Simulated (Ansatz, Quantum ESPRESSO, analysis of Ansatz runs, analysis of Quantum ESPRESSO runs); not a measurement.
# N-H pair in ZnSe: local vibrational mode against experiment (Quantum ESPRESSO)

Subject: N-H pair in ZnSe. Wanted: its local vibrational mode, in one set-up (QE: PBE, GBRV 1.5 PBE, 32-site cell, PBE lattice, k: the single point 1/4 1/4 1/4, start relaxed with Ansatz). The model is a cell of 32 host atoms with N put on another atom's site and H put in between. The frequencies come from force constants among the defect atom and its neighbours, with the masses of the isotopes named. Other potentials or another program check that the number doesn't hang on one set of files.

Measured beforehand: N-H stretch, 1H: 3194 cm⁻¹ at 9 K, by FTIR absorption and Raman spectroscopy (quoted in “Hydrogen in Compound Semiconductors”, 1993, E.E. Haller, quoting earlier work). N-H wag, 1H: 783 cm⁻¹ at 9 K, by FTIR absorption and Raman spectroscopy (quoted in “Hydrogen in Compound Semiconductors”, 1993, E.E. Haller, quoting earlier work). The calculation is set beside it at the end.

Method: Quantum ESPRESSO plane-wave DFT, PBE, GBRV 1.5 PBE potentials; relaxation of all atoms of a defect supercell, in Quantum ESPRESSO 7.5.

**1. Starting point**

The cell holds 33 atoms: 16 Zn, 15 Se, 1 N and 1 H. Cell: a = 9.922 Å, b = 9.922 Å, c = 9.922 Å, α = 109.5°, β = 109.5°, γ = 109.5°. It derives from ZnSe (space group F-43m). Nearest the centre at fractional (0.460, 0.710, 0.460): H33 at 0.27 Å, N28 at 0.76 Å, Zn9 at 2.30 Å, Zn12 at 2.31 Å, Zn16 at 2.31 Å, Zn7 at 2.77 Å, Se19 at 3.78 Å, Se23 at 3.78 Å.

The host's primitive cell comes from a first run (Quantum ESPRESSO plane-wave DFT, PBE, GBRV 1.5 PBE potentials; relaxation of cell and atoms of a defect-free cell): vectors of 4.051, 4.051 and 4.051 Å. That is 23.50 Å³ an atom, 3.3 % over the diffraction cell's volume. The supercell is built on it.

This program's steps are dear, so the start below was first relaxed with Ansatz (plane-wave PAW DFT, PBE; 28 s).

**2. Relaxation, charge 0**

Every later number rests on the structure around the defect, so the atoms are relaxed at the host's lattice first.

pw.in

```
&CONTROL
  calculation = 'relax'
  prefix = 'pwscf'
  outdir = './tmp'
  pseudo_dir = './pseudo'
  tprnfor = .true.
  disk_io = 'low'
  nstep = 70
  forc_conv_thr = 0.00039
  etot_conv_thr = 0.0001
/
&SYSTEM
  ibrav = 0
  nat = 33
  ntyp = 4
  ecutwfc = 45
  ecutrho = 360
  nbnd = 212
  occupations = 'smearing'
  smearing = 'fd'
  degauss = 0.00073499
  nosym = .true.
/
&ELECTRONS
  conv_thr = 3d-08
  electron_maxstep = 100
  mixing_beta = 0.5
/
&IONS
  ion_dynamics = 'bfgs'
/
ATOMIC_SPECIES
Zn    65.3800 zn_pbe_v1.uspp.F.UPF
Se    78.9710 se_pbe_v1.uspp.F.UPF
N     14.0070 n_pbe_v1.2.uspp.F.UPF
H      1.0080 h_pbe_v1.4.uspp.F.UPF
CELL_PARAMETERS angstrom
  -5.7287055320    5.7287055320   -5.7287055320
   5.7287055320    5.7287055320    5.7287055320
   5.7287055320   -5.7287055320   -5.7287055320
ATOMIC_POSITIONS crystal
Zn    -0.0018179514   -0.0055502720   -0.0019495990
Zn    -0.0018154083    0.2475187068    0.7450395613
Zn     0.0004174419    0.5033835590    0.5079214622
Zn     0.0004582643    0.7573927333    0.2539737881
Zn     0.2451059080   -0.0065837247    0.7439899751
Zn     0.2540098812    0.2497669902    0.5079260278
Zn     0.1817215111    0.4310639299    0.1816356996
Zn     0.2540179958    0.7573793341    0.0003232321
Zn     0.5146480191   -0.0274895246    0.5145319599
Zn     0.5080296241    0.2497773932    0.2539444182
Zn     0.5080081339    0.5033811364    0.0003201477
Zn     0.5146471992    0.7639833850    0.7230518128
Zn     0.7440850493   -0.0065705627    0.2450011992
Zn     0.7450989261    0.2475009767   -0.0019510251
Zn     0.7440576092    0.4944474165    0.7439642698
Zn     0.7231116907    0.7639722252    0.5144935321
Se    -0.0011499727   -0.0002317364    0.7503147439
Se    -0.0019975556    0.2473573134    0.4959692082
Se    -0.0049975976    0.5007301352    0.2512848119
Se    -0.0019996595    0.7453963102   -0.0020835103
Se     0.2594886622   -0.0025780858    0.5009048550
Se     0.2513964339    0.2443615697    0.2513031453
Se     0.2513847954    0.5007464248   -0.0050694212
Se     0.2594772488    0.7503263143    0.7479630709
Se     0.5009828816   -0.0025933468    0.2593789990
Se     0.4960647363    0.2473573282   -0.0020857895
Se     0.5009733353    0.5088247927    0.7479616122
N      0.5366761675    0.7860461553    0.5365896707
Se     0.7504562599   -0.0002149907   -0.0012426795
Se     0.7504524169    0.2482240681    0.7503409680
Se     0.7480452372    0.5088318245    0.5008741266
Se     0.7480583673    0.7503284092    0.2593762446
H      0.4330022918    0.6823893658    0.4329281597
K_POINTS crystal
1
0.25 0.25 0.25 1.0
```

Started as:

```sh
> OMP_NUM_THREADS=1 mpirun -n 8 pw.x -in pw.in > pw.out
```

What it wrote:

```text
This program is part of the open-source Quantum ESPRESSO suite
     for quantum simulation of materials; please cite
         "P. Giannozzi et al., J. Phys.:Condens. Matter 21 395502 (2009);
         "P. Giannozzi et al., J. Phys.:Condens. Matter 29 465901 (2017);
         "P. Giannozzi et al., J. Chem. Phys. 152 154105 (2020);
          URL
     in publications or presentations arising from this work. More details at

     Subspace diagonalization in iterative solution of the eigenvalue problem:
     one sub-group per band group will be used
     scalapack distributed-memory algorithm (size of sub-group:  2*  2 procs)

     --------------------
     sticks:   dense  smooth     PW     G-vecs:    dense   smooth      PW
     Min        1188     593    158                73238    25854    3607
     Max        1190     594    159                73240    25855    3611
     Sum        9513    4747   1267               585913   206835   28867

     Using Slab Decomposition

     bravais-lattice index     =            0
     lattice parameter (alat)  =      18.7506  a.u.
     unit-cell volume          =    5074.8837 (a.u.)^3
     number of atoms/cell      =           33
     number of atomic types    =            4
     number of electrons       =       416.00
     number of Kohn-Sham states=          212
     kinetic-energy cutoff     =      45.0000  Ry
     charge density cutoff     =     360.0000  Ry
     scf convergence threshold =      3.0E-08
     mixing beta               =       0.5000
     number of iterations used =            8  plain     mixing
     energy convergence thresh.=      1.0E-04
     force convergence thresh. =      3.9E-04
     Exchange-correlation=  SLA  PW   PBX  PBC
                           (   1   4   3   4   0   0   0)
     nstep                     =           70

     celldm(1)=  18.750636  celldm(2)=   0.000000  celldm(3)=   0.000000
     celldm(4)=   0.000000  celldm(5)=   0.000000  celldm(6)=   0.000000

     crystal axes: (cart. coord. in units of alat)
               a(1) = (  -0.577350   0.577350  -0.577350 )
               a(2) = (   0.577350   0.577350   0.577350 )
               a(3) = (   0.577350  -0.577350  -0.577350 )

     reciprocal axes: (cart. coord. in units 2 pi/alat)
               b(1) = (  0.000000  0.866025 -0.866025 )
               b(2) = (  0.866025  0.866025 -0.000000 )
               b(3) = (  0.866025  0.000000 -0.866025 )

     PseudoPot. # 1 for Zn read from file:
     zn_pbe_v1.uspp.F.UPF
     Pseudo is Ultrasoft, Zval = 20.0
     Generated by new atomic code, or converted to UPF format
     Using radial grid of  943 points,  6 beta functions with:
                l(1) =   0
                l(2) =   0
                l(3) =   1
                l(4) =   1
                l(5) =   2
                l(6) =   2
     Q(r) pseudized with  8 coefficients,  rinner =    1.100   1.100   1.100
                                                       1.100   1.100

     PseudoPot. # 2 for Se read from file:
     se_pbe_v1.uspp.F.UPF
     Pseudo is Ultrasoft + core correction, Zval =  6.0
     Generated by new atomic code, or converted to UPF format
     Using radial grid of  877 points,  6 beta functions with:
                l(1) =   0
                l(2) =   0
                l(3) =   1
                l(4) =   1
                l(5) =   2
                l(6) =   2
     Q(r) pseudized with  8 coefficients,  rinner =    1.300   1.300   1.300
                                                       1.300   1.300

     PseudoPot. # 3 for N  read from file:
     n_pbe_v1.2.uspp.F.UPF
     Pseudo is Ultrasoft + core correction, Zval =  5.0
     Generated by new atomic code, or converted to UPF format
     Using radial grid of  729 points,  4 beta functions with:
                l(1) =   0
                l(2) =   0
                l(3) =   1
                l(4) =   1
     Q(r) pseudized with  8 coefficients,  rinner =    0.900   0.900   0.900

     PseudoPot. # 4 for H  read from file:
     h_pbe_v1.4.uspp.F.UPF
     Pseudo is Ultrasoft, Zval =  1.0
     Generated by new atomic code, or converted to UPF format
     Using radial grid of  615 points,  2 beta functions with:
                l(1) =   0
                l(2) =   0
     Q(r) pseudized with  8 coefficients,  rinner =    0.700

     atomic species   valence    mass     pseudopotential
     Zn               20.00    65.38000     Zn( 1.00)
     Se                6.00    78.97100     Se( 1.00)
     N                 5.00    14.00700     N ( 1.00)
     H                 1.00     1.00800     H ( 1.00)

     No symmetry found

   Cartesian axes

     site n.     atom                  positions (alat units)
         1        Zn     tau(   1) = (  -0.0032805  -0.0031284  -0.0010293  )
         2        Zn     tau(   2) = (   0.5741019  -0.2882919  -0.2861957  )
         3        Zn     tau(   3) = (   0.5836362  -0.0023789  -0.0028610  )
         4        Zn     tau(   4) = (   0.5836482   0.2909136   0.2903845  )
         5        Zn     tau(   5) = (   0.2842297  -0.2918320  -0.5748559  )
         6        Zn     tau(   6) = (   0.2908016  -0.0023955  -0.2957009  )
         7        Zn     tau(   7) = (   0.2488253   0.2489244   0.0390905  )
         8        Zn     tau(   8) = (   0.2908024   0.5837439   0.2904292  )
         9        Zn     tau(   9) = (  -0.0159381  -0.0158041  -0.6100684  )
        10        Zn     tau(  10) = (  -0.0024871   0.2909052  -0.2957169  )
        11        Zn     tau(  11) = (  -0.0024866   0.5837410  -0.0028562  )
        12        Zn     tau(  12) = (   0.5614085   0.3207636  -0.2734998  )
        13        Zn     tau(  13) = (  -0.2919397   0.2843527  -0.5748427  )
        14        Zn     tau(  14) = (  -0.2884147   0.5742042  -0.2861619  )
        15        Zn     tau(  15) = (   0.2854155   0.2855232  -0.5736405  )
        16        Zn     tau(  16) = (   0.3206338   0.5615253  -0.2734521  )
        17        Se     tau(  17) = (   0.4337246  -0.4339921  -0.4326643  )
        18        Se     tau(  18) = (   0.4303131  -0.1446894  -0.1423829  )
        19        Se     tau(  19) = (   0.4370614   0.1411320   0.1469027  )
        20        Se     tau(  20) = (   0.4303063   0.4304032   0.4327122  )
        21        Se     tau(  21) = (   0.1378932  -0.1408702  -0.4405019  )
        22        Se     tau(  22) = (   0.1410284   0.1411361  -0.1491515  )
        23        Se     tau(  23) = (   0.1410422   0.4371700   0.1468958  )
        24        Se     tau(  24) = (   0.7152285   0.1511737  -0.1484448  )
[...]
Energy error            =      2.3E-06 Ry
     Gradient error          =      4.7E-04 Ry/Bohr

     number of scf cycles    =   4
     number of bfgs steps    =   3

     energy             old  =   -8061.6886453706 Ry
     energy             new  =   -8061.6886477132 Ry

     CASE: energy            _new < energy            _old

     new trust radius        =       0.0011496954 bohr
     new conv_thr            =       0.0000000003 Ry

ATOMIC_POSITIONS (crystal)
[...]
NEW-OLD atomic charge density approx. for the potential

     Self-consistent Calculation

[...]
Threshold (ethr) on eigenvalues was too large:
     Diagonalizing with lowered threshold

[...]
total energy              =   -8061.68865000 Ry
[...]
total energy              =   -8061.68865000 Ry
[...]
iteration #  5     ecut=    45.00 Ry     beta= 0.50
[...]
total energy              =   -8061.68865000 Ry
     estimated scf accuracy    <          3.5E-10 Ry

     iteration #  6     ecut=    45.00 Ry     beta= 0.50
     Davidson diagonalization with overlap
     ethr =  1.00E-13,  avg # of iterations =  3.0

     End of self-consistent calculation

          k = 0.4330 0.4330-0.4330 ( 25876 PWs)   bands (ev):

  -119.9319-119.4117-119.4117-119.4116-119.4116-119.4116-119.4116-119.4010
  -119.4010-119.4009-119.3264-119.3264-119.3263-119.1086-119.1085-119.1085
[...]
8.0837   8.3290   8.4501   8.4502

     the Fermi energy is     6.5411 ev

!    total energy              =   -8061.68865000 Ry
     estimated scf accuracy    <          4.3E-11 Ry
     smearing contrib. (-TS)   =       0.00000000 Ry
     internal energy E=F+TS    =   -8061.68865000 Ry

     The total energy is F=E-TS. E is the sum of the following terms:
     one-electron contribution =   -7636.19216390 Ry
     hartree contribution      =    3912.14727716 Ry
     xc contribution           =   -1127.04463127 Ry
     ewald contribution        =   -3210.59913199 Ry

     convergence has been achieved in   6 iterations

     Forces acting on atoms (cartesian axes, Ry/au):

[...]
Total force =     0.000951     Total SCF correction =     0.000034
     Energy error            =      2.3E-06 Ry
     Gradient error          =      4.5E-04 Ry/Bohr

     number of scf cycles    =   5
     number of bfgs steps    =   4

     energy             old  =   -8061.6886477132 Ry
     energy             new  =   -8061.6886499990 Ry

     CASE: energy            _new < energy            _old

     new trust radius        =       0.0017245430 bohr
     new conv_thr            =       0.0000000003 Ry

ATOMIC_POSITIONS (crystal)
[...]
NEW-OLD atomic charge density approx. for the potential

     Self-consistent Calculation

     iteration #  1     ecut=    45.00 Ry     beta= 0.50
     Davidson diagonalization with overlap
     ethr =  1.00E-06,  avg # of iterations =  3.0

     Threshold (ethr) on eigenvalues was too large:
     Diagonalizing with lowered threshold

     Davidson diagonalization with overlap
     ethr =  1.06E-10,  avg # of iterations =  5.0

     total energy              =   -8061.68865180 Ry
     estimated scf accuracy    <       0.00000064 Ry

     iteration #  2     ecut=    45.00 Ry     beta= 0.50
     Davidson diagonalization with overlap
     ethr =  1.54E-10,  avg # of iterations =  3.0

     total energy              =   -8061.68865190 Ry
     estimated scf accuracy    <       0.00000013 Ry

     iteration #  3     ecut=    45.00 Ry     beta= 0.50
     Davidson diagonalization with overlap
     ethr =  3.15E-11,  avg # of iterations =  3.0

     total energy              =   -8061.68865193 Ry
     estimated scf accuracy    <       0.00000002 Ry

     iteration #  4     ecut=    45.00 Ry     beta= 0.50
     Davidson diagonalization with overlap
     ethr =  5.43E-12,  avg # of iterations =  4.0

     total energy              =   -8061.68865193 Ry
     estimated scf accuracy    <          3.0E-09 Ry

     iteration #  5     ecut=    45.00 Ry     beta= 0.50
     Davidson diagonalization with overlap
     ethr =  7.18E-13,  avg # of iterations =  5.0

     total energy              =   -8061.68865193 Ry
     estimated scf accuracy    <          7.6E-10 Ry

     iteration #  6     ecut=    45.00 Ry     beta= 0.50
     Davidson diagonalization with overlap
     ethr =  1.82E-13,  avg # of iterations =  5.0

     End of self-consistent calculation

          k = 0.4330 0.4330-0.4330 ( 25876 PWs)   bands (ev):

  -119.9317-119.4117-119.4117-119.4117-119.4117-119.4117-119.4117-119.4011
  -119.4010-119.4010-119.3266-119.3266-119.3265-119.1081-119.1081-119.1080
[...]
-0.2496  -0.1973  -0.1870  -0.1870  -0.1183  -0.1183  -0.0973  -0.0880
    -0.0880  -0.0842  -0.0568  -0.0568  -0.0161  -0.0161   0.0100   0.0441
     0.8920   1.1898   1.2947   1.2948   1.3684   1.3734   1.3735   1.3856
     1.3857   1.4602   1.5633   1.5633   2.1771   2.7707   2.8216   2.8216
     2.9986   3.3265   3.3266   3.4231   3.4911   3.4912   3.5167   3.5174
     3.5581   3.5581   3.6157   3.6158   3.9307   4.2147   4.2147   4.2436
     4.2437   4.2986   4.2987   4.3144   4.3498   4.4088   4.4108   4.4108
     5.1045   5.2141   5.2141   5.3576   5.3576   5.3916   5.3917   5.4026
     8.0836   8.3289   8.4501   8.4501

     the Fermi energy is     6.5410 ev

!    total energy              =   -8061.68865193 Ry
     estimated scf accuracy    <          7.8E-11 Ry
     smearing contrib. (-TS)   =       0.00000000 Ry
     internal energy E=F+TS    =   -8061.68865193 Ry

     The total energy is F=E-TS. E is the sum of the following terms:
     one-electron contribution =   -7636.07439716 Ry
     hartree contribution      =    3912.08877422 Ry
     xc contribution           =   -1127.04410954 Ry
     ewald contribution        =   -3210.65891946 Ry

     convergence has been achieved in   6 iterations

     Forces acting on atoms (cartesian axes, Ry/au):

[...]
atom   26 type  2   force =    -0.00000084   -0.00001310    0.00001461
     atom   27 type  2   force =     0.00003728   -0.00000404   -0.00002160
     atom   28 type  3   force =    -0.00004097   -0.00004000    0.00003872
     atom   29 type  2   force =     0.00003656   -0.00001025   -0.00002728
     atom   30 type  2   force =     0.00003289    0.00002639    0.00000595
     atom   31 type  2   force =    -0.00000968    0.00003664   -0.00002495
     atom   32 type  2   force =    -0.00000662    0.00002154   -0.00003734
     atom   33 type  4   force =    -0.00032017   -0.00031472    0.00031436

     Total force =     0.000731     Total SCF correction =     0.000029
     Energy error            =      1.9E-06 Ry
     Gradient error          =      3.2E-04 Ry/Bohr

     bfgs converged in   6 scf cycles and   5 bfgs steps
     (criteria: energy <  1.0E-04 Ry, force <  3.9E-04 Ry/Bohr)

     End of BFGS Geometry Optimization

     Final energy             =   -8061.6886519347 Ry

     File ./tmp/pwscf.bfgs deleted, as requested
Begin final coordinates

ATOMIC_POSITIONS (crystal)
[...]
Se               0.4960473596        0.2473607551       -0.0020836215
Se               0.5009943696        0.5088877902        0.7479720894
N                0.5367537373        0.7861181317        0.5366617825
Se               0.7504115836       -0.0002535890       -0.0012166914
Se               0.7504050748        0.2482413961        0.7502979657
Se               0.7480668695        0.5088983206        0.5009038844
Se               0.7480729542        0.7503522054        0.2594370251
H                0.4324186770        0.6818050845        0.4323439640
End final coordinates

=------------------------------------------------------------------------------=
   JOB DONE.
=------------------------------------------------------------------------------=
```

Wall time 4.7 min (8 MPI ranks of Arm Neoverse V1, shared host); peak memory 3.2 GiB; 38 min of CPU time.

Step by step:

```tsv
step	energy less that of the first step (eV)
0	0.0000
1	-0.0005
2	-0.0009
3	-0.0009
4	-0.0010
5	-0.0010
```

The relaxed structure:

```
CELL_PARAMETERS angstrom
-5.72871 5.72871 -5.72871
5.72871 5.72871 5.72871
5.72871 -5.72871 -5.72871
ATOMIC_POSITIONS crystal
Zn 0.99819 0.99444 0.99807
Zn 0.99819 0.24753 0.74502
Zn 0.00041 0.50336 0.50793
Zn 0.00044 0.75739 0.25394
Zn 0.24512 0.99340 0.74396
Zn 0.25399 0.24977 0.50794
Zn 0.18186 0.43120 0.18177
Zn 0.25400 0.75739 0.00032
Zn 0.51464 0.97266 0.51453
Zn 0.50804 0.24977 0.25392
Zn 0.50802 0.50336 0.00032
Zn 0.51464 0.76398 0.72320
Zn 0.74406 0.99340 0.24501
Zn 0.74509 0.24752 0.99807
Zn 0.74404 0.49446 0.74394
Zn 0.72327 0.76397 0.51450
Se 0.99887 0.99973 0.75028
Se 0.99800 0.24736 0.49596
Se 0.99501 0.50080 0.25136
Se 0.99800 0.74539 0.99792
Se 0.25956 0.99744 0.50093
Se 0.25146 0.24436 0.25137
Se 0.25146 0.50082 0.99494
Se 0.25954 0.75035 0.74798
Se 0.50101 0.99742 0.25944
Se 0.49605 0.24736 0.99792
Se 0.50099 0.50889 0.74797
N 0.53675 0.78612 0.53666
Se 0.75041 0.99975 0.99878
Se 0.75041 0.24824 0.75030
Se 0.74807 0.50890 0.50090
Se 0.74807 0.75035 0.25944
H 0.43242 0.68181 0.43234
```

The atoms nearest to the centre after the run:

```tsv
atom	distance (Å)
H33	0.279
N28	0.757
Zn9	2.301
Zn12	2.307
Zn16	2.308
Zn7	2.765
Se19	3.779
Se23	3.780
Se22	3.785
```

Neighbours of the added atoms: H33: N28 1.04, Zn9 2.47, Zn12 2.47 Å.

(Continued in part 2 of 2.)

[Logs are printed without paths, hosts, clocks, repeated set-up lines and the standing remarks that a program may print on its own settings, such as how far it seeks lower states.]

[Hosts, paths, dates, database ids (printed as entryN), source tags and the programs' standing remarks are cut or masked in the printed files.]

[For some hosts the program warned that the k-mesh of the response run may be too coarse for force constants and the static dielectric constant; such warnings are not shown here.]
